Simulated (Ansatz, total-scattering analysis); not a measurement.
## From S(Q) to neighbour shells

The sample: aqueous CsF (28 H2O, 3 Cs+ and 3 F-; O 31.1, H 62.2, Cs 3.3, F 3.3 atom %) at 330 K, fixed volume (mean pressure -0.9 GPa), ρ₀ = 0.0903 Å⁻³. The data come from ab initio molecular dynamics with Ansatz (LDA, plane waves, PAW default files, Langevin thermostat, no spin, fixed volume, H with the mass of D). The average runs over 0.83 ps of 90 atoms, so shells between rare elements are rough. Mean temperature 335 K, largest m.s.d. 0.67 Å², energy drift -9 meV an atom (last third less first), Langevin friction 10 ps⁻¹; the first quarter of the run is discarded. Start: last frame of a classical run of this cell at the same density and temperature. So short a stretch relaxes bonds and nearest shells but still remembers its start. It is a liquid as far as so short a run tells. LDA overbinds hydrogen bonds, so O–O contacts come out short and the liquid too structured. The potential energy falls by 9 meV an atom from the first to the last third of the average, so the sample is relaxing or ordering and this is no equilibrium average.

S(Q) is the Faber–Ziman total, Σ ci cj fi fj (Sij − 1)/⟨f⟩² + 1. Below 4 Å⁻¹ the partials are summed on the cell's own reciprocal vectors (from 0.63 Å⁻¹) and folded with a Gaussian of σ = 0.14 Å⁻¹; above it they are transforms of g(r) out to 6.8 Å, tapered over the last 40 %. The fold lowers sharp peaks, and with so few vectors their positions are good to about 0.1 Å⁻¹. X-rays take neutral-atom form factors, neutrons coherent lengths (O 5.8037, H 6.6681, Cs 5.42, F 5.654 fm). Hydrogen is taken as deuterium. G(r) = 4πrρ₀[g(r) − 1] carries the resolution of a Lorch-windowed transform up to 20 Å⁻¹. The patterns are simulated, not measured. LDA overbinds hydrogen bonds, so O–O contacts come out short and the liquid too structured. The potential energy falls by 9 meV an atom from the first to the last third of the average, so the sample is relaxing or ordering and this is no equilibrium average. The cell is small: beyond half the box only the part of each shell inside it is counted, and low-Q values rest on few vectors.

X-ray, Q (Å⁻¹) and value: 0.6 -1.20, 0.9 -1.76, 1.2 -0.65, 1.5 0.31, 1.8 0.20, 2.1 1.98, 2.4 1.83, 2.7 1.04, 3.0 1.24, 3.3 1.14, 3.6 0.25, 3.9 0.71, 4.2 1.14, 4.5 1.10, 4.8 0.99, 5.1 1.08, 5.4 1.11, 5.7 0.93, 6.0 0.82, 6.3 0.95, 6.6 1.10, 6.9 1.10, 7.2 0.98, 7.5 0.91, 7.8 1.01, 8.1 1.12, 8.4 1.02, 8.7 0.88, 9.0 0.94, 9.3 1.09, 9.6 1.07, 9.9 0.95, 10.2 0.94, 10.5 1.02, 10.8 1.04, 11.1 1.00, 11.4 0.98, 11.7 0.99, 12.0 1.01

neutron, Q (Å⁻¹) and value: 0.6 1.14, 0.9 1.26, 1.2 0.84, 1.5 0.76, 1.8 1.32, 2.1 1.56, 2.4 1.53, 2.7 0.96, 3.0 0.80, 3.3 0.67, 3.6 0.73, 3.9 0.85, 4.2 0.94, 4.5 0.94, 4.8 0.90, 5.1 0.87, 5.4 0.86, 5.7 0.88, 6.0 0.93, 6.3 0.97, 6.6 0.99, 6.9 1.01, 7.2 1.06, 7.5 1.11, 7.8 1.15, 8.1 1.17, 8.4 1.18, 8.7 1.15, 9.0 1.10, 9.3 1.04, 9.6 0.98, 9.9 0.93, 10.2 0.89, 10.5 0.86, 10.8 0.85, 11.1 0.85, 11.4 0.89, 11.7 0.93, 12.0 0.98

G(r):

```csv
r (Å),X-ray,neutron
0.6,-0.46,-0.69
0.7,-0.49,-0.94
0.8,-0.52,-0.11
0.9,-0.54,1.92
1.0,-0.60,3.12
1.1,-0.72,1.98
1.2,-0.87,-0.31
1.3,-1.02,-1.42
1.4,-1.17,-0.79
1.5,-1.30,0.33
1.6,-1.43,0.91
1.7,-1.56,0.65
1.8,-1.70,-0.18
1.9,-1.82,-0.81
2.0,-1.93,-0.88
2.1,-2.00,-0.73
2.2,-2.06,-0.71
2.3,-2.00,-0.76
2.4,-1.65,-0.74
2.5,-1.04,-0.62
2.6,-0.41,-0.44
2.7,0.14,-0.26
2.8,0.69,-0.10
2.9,1.19,0.14
3.0,1.37,0.50
3.1,1.26,0.81
3.2,1.08,0.98
3.3,0.95,0.99
3.4,0.79,0.87
3.5,0.55,0.72
3.6,0.22,0.57
3.7,-0.06,0.46
3.8,-0.08,0.35
3.9,0.18,0.22
4.0,0.48,0.07
4.1,0.59,-0.07
4.2,0.34,-0.13
4.3,-0.25,-0.16
4.4,-0.85,-0.21
4.5,-0.94,-0.27
4.6,-0.26,-0.32
4.7,0.81,-0.37
4.8,1.76,-0.39
4.9,2.00,-0.37
5.0,1.16,-0.35
5.1,-0.15,-0.33
5.2,-0.84,-0.30
5.3,-0.66,-0.26
5.4,-0.34,-0.23
5.5,-0.44,-0.25
5.6,-0.80,-0.33
5.7,-1.16,-0.35
5.8,-1.61,-0.22
5.9,-1.78,-0.02
6.0,-0.74,0.09
```

**Question.** Which pairs make the maxima of G(r) below 4.5 Å, and what can the data say of the number of neighbours?

Each pair enters with the weight ci cj fi fj (2 − δij)/⟨f⟩², taking f = Z for X-rays at Q = 0: H–H 0.01 / 0.43; O–H 0.11 / 0.37; O–Cs 0.33 / 0.02; O–O 0.23 / 0.08; Cs–Cs 0.12 / 0.00; H–Cs 0.08 / 0.04; O–F 0.05 / 0.02; Cs–F 0.04 / 0.00 (X-ray / neutron).

| radiation | maximum (Å) | G (Å⁻²) | pairs that make it (share of the curvature of G, each pair at the same resolution) |
| --- | --- | --- | --- |
| X-ray | 3.00 | 1.38 | O–Cs 82 %, Cs–F 15 % |
| X-ray | 4.08 | 0.60 | O–Cs 89 % |
| neutron | 1.00 | 3.17 | O–H 100 % |
| neutron | 1.62 | 0.94 | H–H 70 %, O–H 20 %, H–F 11 % |
| neutron | 3.25 | 1.00 | O–H 69 %, H–F 19 %, H–Cs 11 % |

The first neutron peak is mostly one pair, so its area estimates the neighbours: ∫ r [G + 4πρ₀r] dr from 0.55 to 1.28 Å is 1.22, and times c(H)/weight = 0.622/0.375 gives 2.0 H around each O; the count from the coordinates is 2.00.

From the coordinates:

```
pair  first peak (Å)  g there  first minimum (Å)  g there                   neighbours               kind
 O–H            1.00     27.6               1.28     0.06     2.0 H per O, 1.0 O per H   within molecules
 H–F            1.57      5.3               2.34     0.08     0.2 F per H, 4.3 H per F  between molecules
 H–H            1.60      2.9               1.84     0.59                          1.1   within molecules
 O–F            2.60      5.1               3.08     0.43     0.5 F per O, 4.4 O per F  between molecules
 O–O            2.64      3.4               3.08     0.62                          2.9  between molecules
O–Cs            2.96      2.7               3.80     0.78   0.7 Cs per O, 6.1 O per Cs  between molecules
H–Cs            3.35      2.3               4.16     0.85  0.9 Cs per H, 17.0 H per Cs  between molecules
```

Distances within molecules give the sharpest pair functions, and with hydrogen they rule the neutron S(Q) at high Q: O–H 1.00 Å and H–H 1.60 Å (first peaks only). Cs holds 6.1 O and 1.2 F in its first shell, 7.3 in all; contact pairs exchange slowly and may come from the start. On the last frame 95 % of the H on O, N or F point at an acceptor of another molecule or at an anion within hydrogen-bond range (2.35 Å to O, N, F; 2.85 Å to Cl, Br, I).

[Logs are printed without paths, hosts, clocks, repeated set-up lines and the standing remarks that a program may print on its own settings, such as how far it seeks lower states.]
